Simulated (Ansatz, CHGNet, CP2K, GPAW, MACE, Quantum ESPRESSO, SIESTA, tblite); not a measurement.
# Random packing of 41In2S3-59GeS2 (mol %) (84 atoms) in SIESTA

Aim: run random packing of 41In2S3-59GeS2 (mol %) (84 atoms) in SIESTA and see how near its forces come to a plane-wave reference, and at what cost.

Method: the method is named at each step, in SIESTA 5.4.2.

### 1. The starting structure

The cell holds 84 atoms: 18 In, 53 S and 13 Ge. Cell: a = 12.555 Å, b = 12.555 Å, c = 12.555 Å, α = 90.0°, β = 90.0°, γ = 90.0°. 84 atoms (18 In, 53 S, 13 Ge) packed at random in a cube at 3.95 g/cm³ and pushed apart as soft spheres, cations and anions kept from their own kind; a start for melting by ab initio MD, not an equilibrated structure. Then every atom was moved at random, 0.03 Å r.m.s. a Cartesian component.

The yardstick, on the same geometry:

| Property | Result |
| --- | --- |
| method | Kohn-Sham DFT, PBE, SSSP efficiency 1.3.0 pseudopotentials, plane waves (Quantum ESPRESSO 7.5); sssp-pbe-1.3.0-efficiency, cutoffs 45/360 Ry, Γ point |
| r.m.s. force component | 0.7479 eV/Å |
| longest force | 2.856 eV/Å |
| pressure | 2.369 GPa |
| time | 13 min on 4 MPI ranks of Arm Neoverse V2, shared host |
| CPU time | 54 min |

### 2. PBE, DZP, shift 0.01 Ry, mesh 300 Ry

Method: Kohn-Sham DFT, PBE, PseudoDojo 0.4.1 norm-conserving pseudopotentials (converted to PSML), numerical atomic orbitals (DZP), diagonalisation.

The .psml files are PseudoDojo norm-conserving potentials that we converted to this format, checked against plane waves on the same files for H, C, O, Si, Ge and Ca alone.

The input, input.fdf:

```
SystemLabel cell
NumberOfAtoms 84
NumberOfSpecies 3
%block ChemicalSpeciesLabel
  1 49 In
  2 16 S
  3 32 Ge
%endblock ChemicalSpeciesLabel
LatticeConstant 1.0 Ang
%block LatticeVectors
  12.55510 0.00000 0.00000
  0.00000 12.55510 0.00000
  0.00000 0.00000 12.55510
%endblock LatticeVectors
PAO.BasisSize DZP
PAO.EnergyShift 0.01 Ry
XC.Functional GGA
XC.Authors PBE
MeshCutoff 300 Ry
%block kgrid_Monkhorst_Pack
  1 0 0 0.0
  0 1 0 0.0
  0 0 1 0.0
%endblock kgrid_Monkhorst_Pack
SolutionMethod diagon
OccupationFunction FD
ElectronicTemperature 580 K
SCF.Mixer.Method Pulay
SCF.Mixer.Weight 0.15
SCF.Mixer.History 8
SCF.Mix Hamiltonian
MaxSCFIterations 300
SCF.DM.Tolerance 1e-04
SCF.H.Tolerance 1.0e-3 eV
WriteForces T
Write.HirshfeldPop T
Write.VoronoiPop T
Write.DM F
Write.H F
XML.Write F
AtomicCoordinatesFormat Fractional
%block AtomicCoordinatesAndAtomicSpecies
  0.10639 0.59302 0.90724 1
  0.00879 0.32433 0.52367 1
  0.53000 0.48930 0.85252 1
  0.48722 0.94386 0.44878 1
  0.65445 0.36022 0.22387 1
  0.02508 0.45121 0.21579 1
  0.66745 0.15753 0.37780 1
  0.21025 0.85691 0.66638 1
  0.58647 0.81723 0.18520 1
  0.68407 0.61824 0.32369 1
  0.37876 0.08951 0.90878 1
  0.83719 0.50856 0.57977 1
  0.60049 0.59568 0.57722 1
  0.08165 0.20269 0.29104 1
  0.31889 0.29348 0.26486 1
  0.78526 0.72992 0.72268 1
  0.87352 0.18629 0.10147 1
  0.96363 0.08131 0.48250 1
  0.82516 0.34256 0.97210 2
  0.17173 0.33569 0.42238 2
  0.27991 0.15143 0.75435 2
  0.91418 0.53423 0.37057 2
  0.96243 0.76369 0.66452 2
  0.64102 0.85773 0.68736 2
  0.66820 0.74872 0.91176 2
  0.90772 0.28255 0.26827 2
  0.34190 0.39669 0.71079 2
  0.06593 0.28075 0.71684 2
  0.10248 0.10531 0.01202 2
  0.71033 0.18000 0.56567 2
  0.86599 0.04952 0.91864 2
  0.35227 0.90828 0.79212 2
  0.80645 0.76253 0.37417 2
  0.37897 0.63227 0.30499 2
  0.36342 0.60143 0.55837 2
  0.40009 0.22484 0.04771 2
  0.68196 0.16521 0.18732 2
  0.74802 0.91238 0.09878 2
  0.17934 0.04291 0.30270 2
  0.92533 0.98313 0.31331 2
  0.99005 0.84792 0.11443 2
  0.58557 0.40817 0.62192 2
  0.51226 0.07922 0.68908 2
  0.64536 0.18726 0.87822 2
  0.98260 0.52944 0.04586 2
  0.02389 0.51301 0.61241 2
  0.37881 0.21365 0.51347 2
  0.16066 0.66305 0.16415 2
  0.42440 0.88031 0.27527 2
  0.45807 0.67298 0.78800 2
  0.54543 0.64544 0.11441 2
  0.84548 0.58574 0.83174 2
  0.31527 0.98344 0.06750 2
  0.30149 0.84373 0.49835 2
  0.19180 0.39077 0.91079 2
  0.76368 0.50665 0.16722 2
[... 24 atom lines left out ...]
  0.02608 0.67107 0.53148 3
  0.07591 0.04852 0.74325 3
  0.90789 0.21035 0.76227 3
  0.84717 0.79005 0.95449 3
%endblock AtomicCoordinatesAndAtomicSpecies
```

Command:

```console
$ OMP_NUM_THREADS=1 mpirun -np 2 siesta < input.fdf > output.txt
```

Output:

```text
Version         : 5.4.2
reinit: System Name:
reinit: System Label: cell
initatom: Reading input for the pseudopotentials and atomic orbitals ----------
Species number:   1 Atomic number:   49 Label: In
Species number:   2 Atomic number:   16 Label: S
Species number:   3 Atomic number:   32 Label: Ge
Ground state valence configuration (from tables):   5s02  5p01  5d00  4f00
Ground state valence configuration (from tables):   3s02  3p04  3d00  4f00
Ground state valence configuration (from tables):   4s02  4p02  4d00  4f00
---- Processing specs for species: In
GGA--PBE XC_GGA_X_PBE--XC_GGA_C_PBE pb
Semicore shell(s) with 10 electrons included in the valence for In
---- Processing specs for species: S
GGA--PBE XC_GGA_X_PBE--XC_GGA_C_PBE pb
---- Processing specs for species: Ge
GGA--PBE XC_GGA_X_PBE--XC_GGA_C_PBE pb
Semicore shell(s) with 10 electrons included in the valence for Ge
Semicore shell(s): 4d
Fallback to non-perturbative polarization scheme for In
Please see the manual if this is not desired in principle
Semicore shell(s): 3d
Fallback to non-perturbative polarization scheme for Ge
Please see the manual if this is not desired in principle
In pseudopotential only contains V_ls up to l=2 -- lmxkb reset.
S pseudopotential only contains V_ls up to l=2 -- lmxkb reset.
Ge pseudopotential only contains V_ls up to l=2 -- lmxkb reset.
Using PAO.SplitTailNorm
%block ChemicalSpeciesLabel
    1   49 In                      # Species index, atomic number, species label
    2   16 S                       # Species index, atomic number, species label
    3   32 Ge                      # Species index, atomic number, species label
%endblock ChemicalSpeciesLabel
%block PAO.Basis                 # Define Basis set
In                    4                    # Species label, number of l-shells
 n=5   0   2                         # n, l, Nzeta
   6.130      4.466
   1.000      1.000
 n=5   1   2                         # n, l, Nzeta
   8.345      6.217
[...]
n=4   2   1                         # n, l, Nzeta
   3.597
   1.000
[...]
8.345
[...]
S                     2                    # Species label, number of l-shells
[...]
n=3   1   2 P   1                   # n, l, Nzeta, Polarization, NzetaPol
[...]
Ge                    4                    # Species label, number of l-shells
[...]
6.996      5.083
   1.000      1.000
 n=3   2   1                         # n, l, Nzeta
[...]
n=4   2   1                         # n, l, Nzeta
   6.996
   1.000
%endblock PAO.Basis
coor:   Atomic-coordinates input format  =     Fractional
siesta: System type = bulk
initatomlists: Number of atoms, orbitals, and projectors:     84  1247  1512
siesta: ******************** Simulation parameters ****************************
Total number of electrons:   734.000000
Total ionic charge:   734.000000
 Kpoints in:            1 . Kpoints trimmed:            1
siesta: k-grid: Number of k-points = 1
siesta: k-points from Monkhorst-Pack grid
siesta: k-cutoff (effective) =     6.278 Ang
siesta: k-point supercell and displacements
siesta: k-grid:     1     0     0      0.000
siesta: k-grid:     0     1     0      0.000
siesta: k-grid:     0     0     1      0.000
                     ====================================
                        Single-point calculation
                     ====================================
outcell: Unit cell vectors (Ang):
       12.555100    0.000000    0.000000
        0.000000   12.555100    0.000000
        0.000000    0.000000   12.555100
outcell: Cell vector modules (Ang)   :   12.555100   12.555100   12.555100
outcell: Cell angles (23,13,12) (deg):     90.0000     90.0000     90.0000
outcell: Cell volume (Ang**3)        :   1979.0671
Gamma-point calculation with multiply-connected orbital pairs
Folding of H and S implicitly performed
Gamma-point calculation with multiply-connected orbital pairs
Folding of H and S implicitly performed
new_DM -- step:     1
Initializing Density Matrix...
Attempting to read DM from file... Failed...
DM filled with atomic data:
InitMesh: MESH = 144 x 144 x 144 = 2985984
InitMesh: Mesh cutoff (required, used) =   300.000   363.569 Ry
stepf: Fermi-Dirac step function
        iscf     Eharris(eV)        E_KS(eV)     FreeEng(eV)     dDmax    Ef(eV) dHmax(eV)
   scf:    1   -79796.640473   -79917.926917   -79918.344029  1.617114 -4.622412 12.755465
   scf:    2   -79700.441472   -79899.926367   -79900.326331  1.225091 -4.323940 33.056569
   scf:    3   -79865.811386   -79960.109137   -79960.561766  1.251469 -4.399635 16.620414
[...]
scf:   35   -79986.848840   -79986.848848   -79987.411962  0.000047 -4.537866  0.001077
   scf:   36   -79986.848864   -79986.848856   -79987.411962  0.000035 -4.537845  0.000712
SCF Convergence by DM+H criterion
max |DM_out - DM_in|         :     0.0000348834
max |H_out - H_in|      (eV) :     0.0007123465
SCF cycle converged after 36 iterations
Using DM_out to compute the final energy and forces
siesta: E_KS(eV) =           -79986.8489
siesta: E_KS - E_eggbox =    -79986.8489
siesta: Atomic forces (eV/Ang):
     1    0.615599   -0.772090    0.103393
     2   -0.828464   -0.700745    0.249922
     3   -0.339929   -0.211955   -1.672642
[...]
83   -1.129067   -0.665264    0.593897
    84    0.074331    0.763690    1.443502
----------------------------------------
   Tot   -0.005695    0.006027   -0.004438
----------------------------------------
   Max    3.344707
   Res    0.838358    sqrt( Sum f_i^2 / 3N )
----------------------------------------
   Max    3.344707    constrained
Stress tensor Voigt[x,y,z,yz,xz,xy] (kbar):      -26.34      -25.31      -39.05        5.10        1.50       -6.47
(Free)E + p*V (eV/cell)   -79950.0665
Target enthalpy (eV/cell)   -79987.4120
siesta: Program's energy decomposition (eV):
siesta: Ebs     =    -11531.568818
siesta: Eions   =     99919.452440
siesta: Ena     =     13452.432351
siesta: Ekin    =     49820.963849
siesta: Enl     =    -21776.951376
siesta: DEna    =       477.953328
siesta: DUscf   =        18.659126
siesta: Ex      =    -20654.596584
siesta: Ec      =     -1405.857110
siesta: Exc     =    -22060.453694
siesta: Eharris =    -79986.848864
siesta: Etot    =    -79986.848856
siesta: FreeEng =    -79987.411962
siesta: Final energy (eV):
siesta:  Band Struct. =  -11531.568818
siesta:       Kinetic =   49820.963849
siesta:       Hartree =   24731.085939
siesta:         Exch. =  -20654.596584
siesta:         Corr. =   -1405.857110
siesta:   Exch.-corr. =  -22060.453694
siesta:  Ion-electron =  -95689.292160
siesta:       Ion-ion =  -36789.152789
siesta:         Total =  -79986.848856
siesta:         Fermi =      -4.537845
siesta: Stress tensor (static) (eV/Ang**3):
siesta:    -0.016438   -0.004041    0.000936
siesta:    -0.004041   -0.015797    0.003182
siesta:     0.000936    0.003182   -0.024376
siesta: Cell volume =       1979.067143 Ang**3
siesta: Pressure (static):
siesta:                Solid            Molecule  Units
siesta:           0.00020552          0.00034592  Ry/Bohr**3
siesta:           0.01887025          0.03176086  eV/Ang**3
siesta:          30.23346779         50.88650992  kBar
    Orbital volume contribution        =          55.944591 eV
    (Free)E + p_basis*V_orbitals       =      -79931.467371 eV
    (Free)Eharris+ p_basis*V_orbitals  =      -79931.467378 eV
Hirshfeld Atomic Populations:
Atom #   charge [q] valence [e]  Species
     1     0.279413   12.720587  In
     2     0.181506   12.818494  In
     3     0.284320   12.715680  In
[...]
19    -0.116018    6.116018  S
    20    -0.195836    6.195836  S
    21    -0.101227    6.101227  S
[...]
72     0.174812   13.825188  Ge
    73     0.165593   13.834407  Ge
    74     0.152997   13.847003  Ge
[...]
--------------------
 Total     0.000000
Voronoi Atomic Populations:
Atom #   charge [q] valence [e]  Species
[...]
17     0.353621   12.646379  In
    18     0.245899   12.754101  In
[...]
70    -0.184283    6.184283  S
    71    -0.251578    6.251578  S
[...]
83     0.236570   13.763430  Ge
    84     0.227327   13.772673  Ge
--------------------
 Total    -0.000000
```

Elapsed: 5.3 min, on 2 MPI ranks of Arm Neoverse V2, shared host; peak memory 2 GiB.

Banners, paths, timers and routine set-up lines are dropped from the logs unmarked, and long logs keep their key lines alone; longer cuts are marked.

Numbers from this run, and their distance from the reference:

```
r.m.s. force component                  : 0.8384 eV/Å
r.m.s. difference of force components   : 204.1 meV/Å
longest difference of force vectors     : 809.8 meV/Å
force difference over r.m.s. force      : 27.28 %
slope of forces against the reference's : 1.091
correlation of force components         : 0.9733
pressure                                : 3.023 GPa
pressure difference                     : 0.6547 GPa
```

This run lies far from the reference in forces at the same functional.

Length of the force difference by element (eV/Å):

```
element  atoms  mean  most
     Ge     13  0.50  0.81
     In     18  0.15  0.28
      S     53  0.29  0.67
```

A closer look about S35, whose charge lies farthest from its element's mean: 10 atoms, nearest first, numbered in the order of the input, with positions taken from that point.

```
atom      x      y      z  distance (Å)  bonds  Hirshfeld charge (e)     Fx     Fy  Fz (eV/Å)
 S35   0.00   0.00   0.00          0.00      2                 -0.04  -0.70   0.13       1.70
Ge75   0.74  -1.16  -1.66          2.16      3                  0.19  -0.28   0.31      -0.32
In13   2.98  -0.07   0.24          2.99      3                  0.19  -0.11   0.32       0.72
 S68  -2.07   0.64   2.36          3.20      2                 -0.18  -0.10   0.40      -0.95
 S34   0.20   0.39  -3.18          3.21      1                 -0.09  -0.49   0.00      -0.49
 S27  -0.27  -2.57   1.91          3.22      0                 -0.08   0.72   0.20       0.11
 S54  -0.78   3.04  -0.75          3.23      2                 -0.18   0.71  -0.31      -0.68
 S60  -2.69   0.22  -1.78          3.23      1                 -0.08   0.78   0.93      -0.63
 S50   1.19   0.90   2.88          3.25      3                 -0.11  -0.15  -0.50      -0.73
 S58   2.39   1.89  -1.15          3.25      3                 -0.16   0.71  -1.28      -0.33
```

Forces lie 27 % from the reference's, at 0.20 times its CPU time (on 2 against 4 cores).

### 3. PBE, SZ, shift 0.02 Ry, mesh 300 Ry

Method: Kohn-Sham DFT, PBE, PseudoDojo 0.4.1 norm-conserving pseudopotentials (converted to PSML), numerical atomic orbitals (SZ), diagonalisation.

input.fdf: that of step 2 with these lines changed.

```diff
@@ -14,4 +14,4 @@
 %endblock LatticeVectors
-PAO.BasisSize DZP
-PAO.EnergyShift 0.01 Ry
+PAO.BasisSize SZ
+PAO.EnergyShift 0.02 Ry
 XC.Functional GGA
```

Command:

```console
$ OMP_NUM_THREADS=1 siesta < input.fdf > output.txt
```

Output:

```text
Version         : 5.4.2
reinit: System Name:
reinit: System Label: cell
initatom: Reading input for the pseudopotentials and atomic orbitals ----------
Species number:   1 Atomic number:   49 Label: In
Species number:   2 Atomic number:   16 Label: S
Species number:   3 Atomic number:   32 Label: Ge
Ground state valence configuration (from tables):   5s02  5p01  5d00  4f00
Ground state valence configuration (from tables):   3s02  3p04  3d00  4f00
Ground state valence configuration (from tables):   4s02  4p02  4d00  4f00
---- Processing specs for species: In
GGA--PBE XC_GGA_X_PBE--XC_GGA_C_PBE pb
Semicore shell(s) with 10 electrons included in the valence for In
---- Processing specs for species: S
GGA--PBE XC_GGA_X_PBE--XC_GGA_C_PBE pb
---- Processing specs for species: Ge
[... lines left out ...]
Total number of electrons:   734.000000
[... lines left out ...]
stepf: Fermi-Dirac step function
        iscf     Eharris(eV)        E_KS(eV)     FreeEng(eV)     dDmax    Ef(eV) dHmax(eV)
[... lines left out ...]
SCF Convergence by DM+H criterion
[... lines left out ...]
SCF cycle converged after 39 iterations
[... lines left out ...]
   Max    5.338005
[... lines left out ...]
   Max    5.338005    constrained
Stress tensor Voigt[x,y,z,yz,xz,xy] (kbar):      -44.63      -49.76      -63.05        8.08        7.34       -6.28
[... lines left out ...]
siesta: Etot    =    -79836.892895
siesta: FreeEng =    -79837.478073
siesta: Final energy (eV):
siesta:  Band Struct. =  -10320.689295
siesta:       Kinetic =   51052.348439
siesta:       Hartree =   25393.176789
siesta:         Exch. =  -20853.424503
siesta:         Corr. =   -1405.619136
siesta:   Exch.-corr. =  -22259.043639
siesta:  Ion-electron =  -96810.001050
siesta:       Ion-ion =  -37213.373434
siesta:         Total =  -79836.892895
siesta:         Fermi =      -3.293558
siesta: Stress tensor (static) (eV/Ang**3):
siesta:    -0.027855   -0.003918    0.004582
siesta:    -0.003918   -0.031060    0.005044
siesta:     0.004582    0.005044   -0.039351
siesta: Cell volume =       1979.067143 Ang**3
siesta: Pressure (static):
siesta:                Solid            Molecule  Units
siesta:           0.00035675          0.00053037  Ry/Bohr**3
siesta:           0.03275552          0.04869629  eV/Ang**3
siesta:          52.48012445         78.02005588  kBar
    Orbital volume contribution        =          20.668545 eV
    (Free)E + p_basis*V_orbitals       =      -79816.809528 eV
    (Free)Eharris+ p_basis*V_orbitals  =      -79816.809533 eV
Hirshfeld Atomic Populations:
Atom #   charge [q] valence [e]  Species
     1     0.313723   12.686277  In
     2     0.173621   12.826379  In
     3     0.316395   12.683605  In
[...]
19    -0.101189    6.101189  S
    20    -0.221274    6.221274  S
    21    -0.101867    6.101867  S
[...]
72     0.181206   13.818794  Ge
    73     0.153124   13.846876  Ge
    74     0.143565   13.856435  Ge
[...]
--------------------
 Total    -0.000021
Voronoi Atomic Populations:
Atom #   charge [q] valence [e]  Species
[...]
17     0.356873   12.643127  In
    18     0.252962   12.747038  In
[...]
70    -0.220569    6.220569  S
    71    -0.270377    6.270377  S
[...]
83     0.211015   13.788985  Ge
    84     0.216268   13.783732  Ge
--------------------
 Total    -0.000022
```

Run time: 2.7 min. Hardware: 1 thread; peak memory 0.79 GiB.

Against the reference:

| Property | Result |
| --- | --- |
| r.m.s. force component | 1.279 eV/Å |
| r.m.s. difference of force components | 729.9 meV/Å |
| longest difference of force vectors | 3143 meV/Å |
| force difference over r.m.s. force | 97.59 % |
| slope of forces against the reference's | 1.485 |
| correlation of force components | 0.8687 |
| pressure | 5.248 GPa |
| pressure difference | 2.879 GPa |

This is a coarse setting, run to see what it loses.

Against the first run (27 %), the force difference from the reference is 98 %, at 0.25 times the CPU time (on 1 against 2 cores).

(Part 1 of 2 ends here.)

[Also dropped from logs without a mark: logging warnings of Python, and SIESTA's first energy breakdown and zero terms.]

[Logs are printed without paths, hosts, clocks, repeated set-up lines and the standing remarks that a program may print on its own settings, such as how far it seeks lower states.]

[Hosts, paths, dates, database ids (printed as entryN), source tags and the programs' standing remarks are cut or masked in the printed files.]
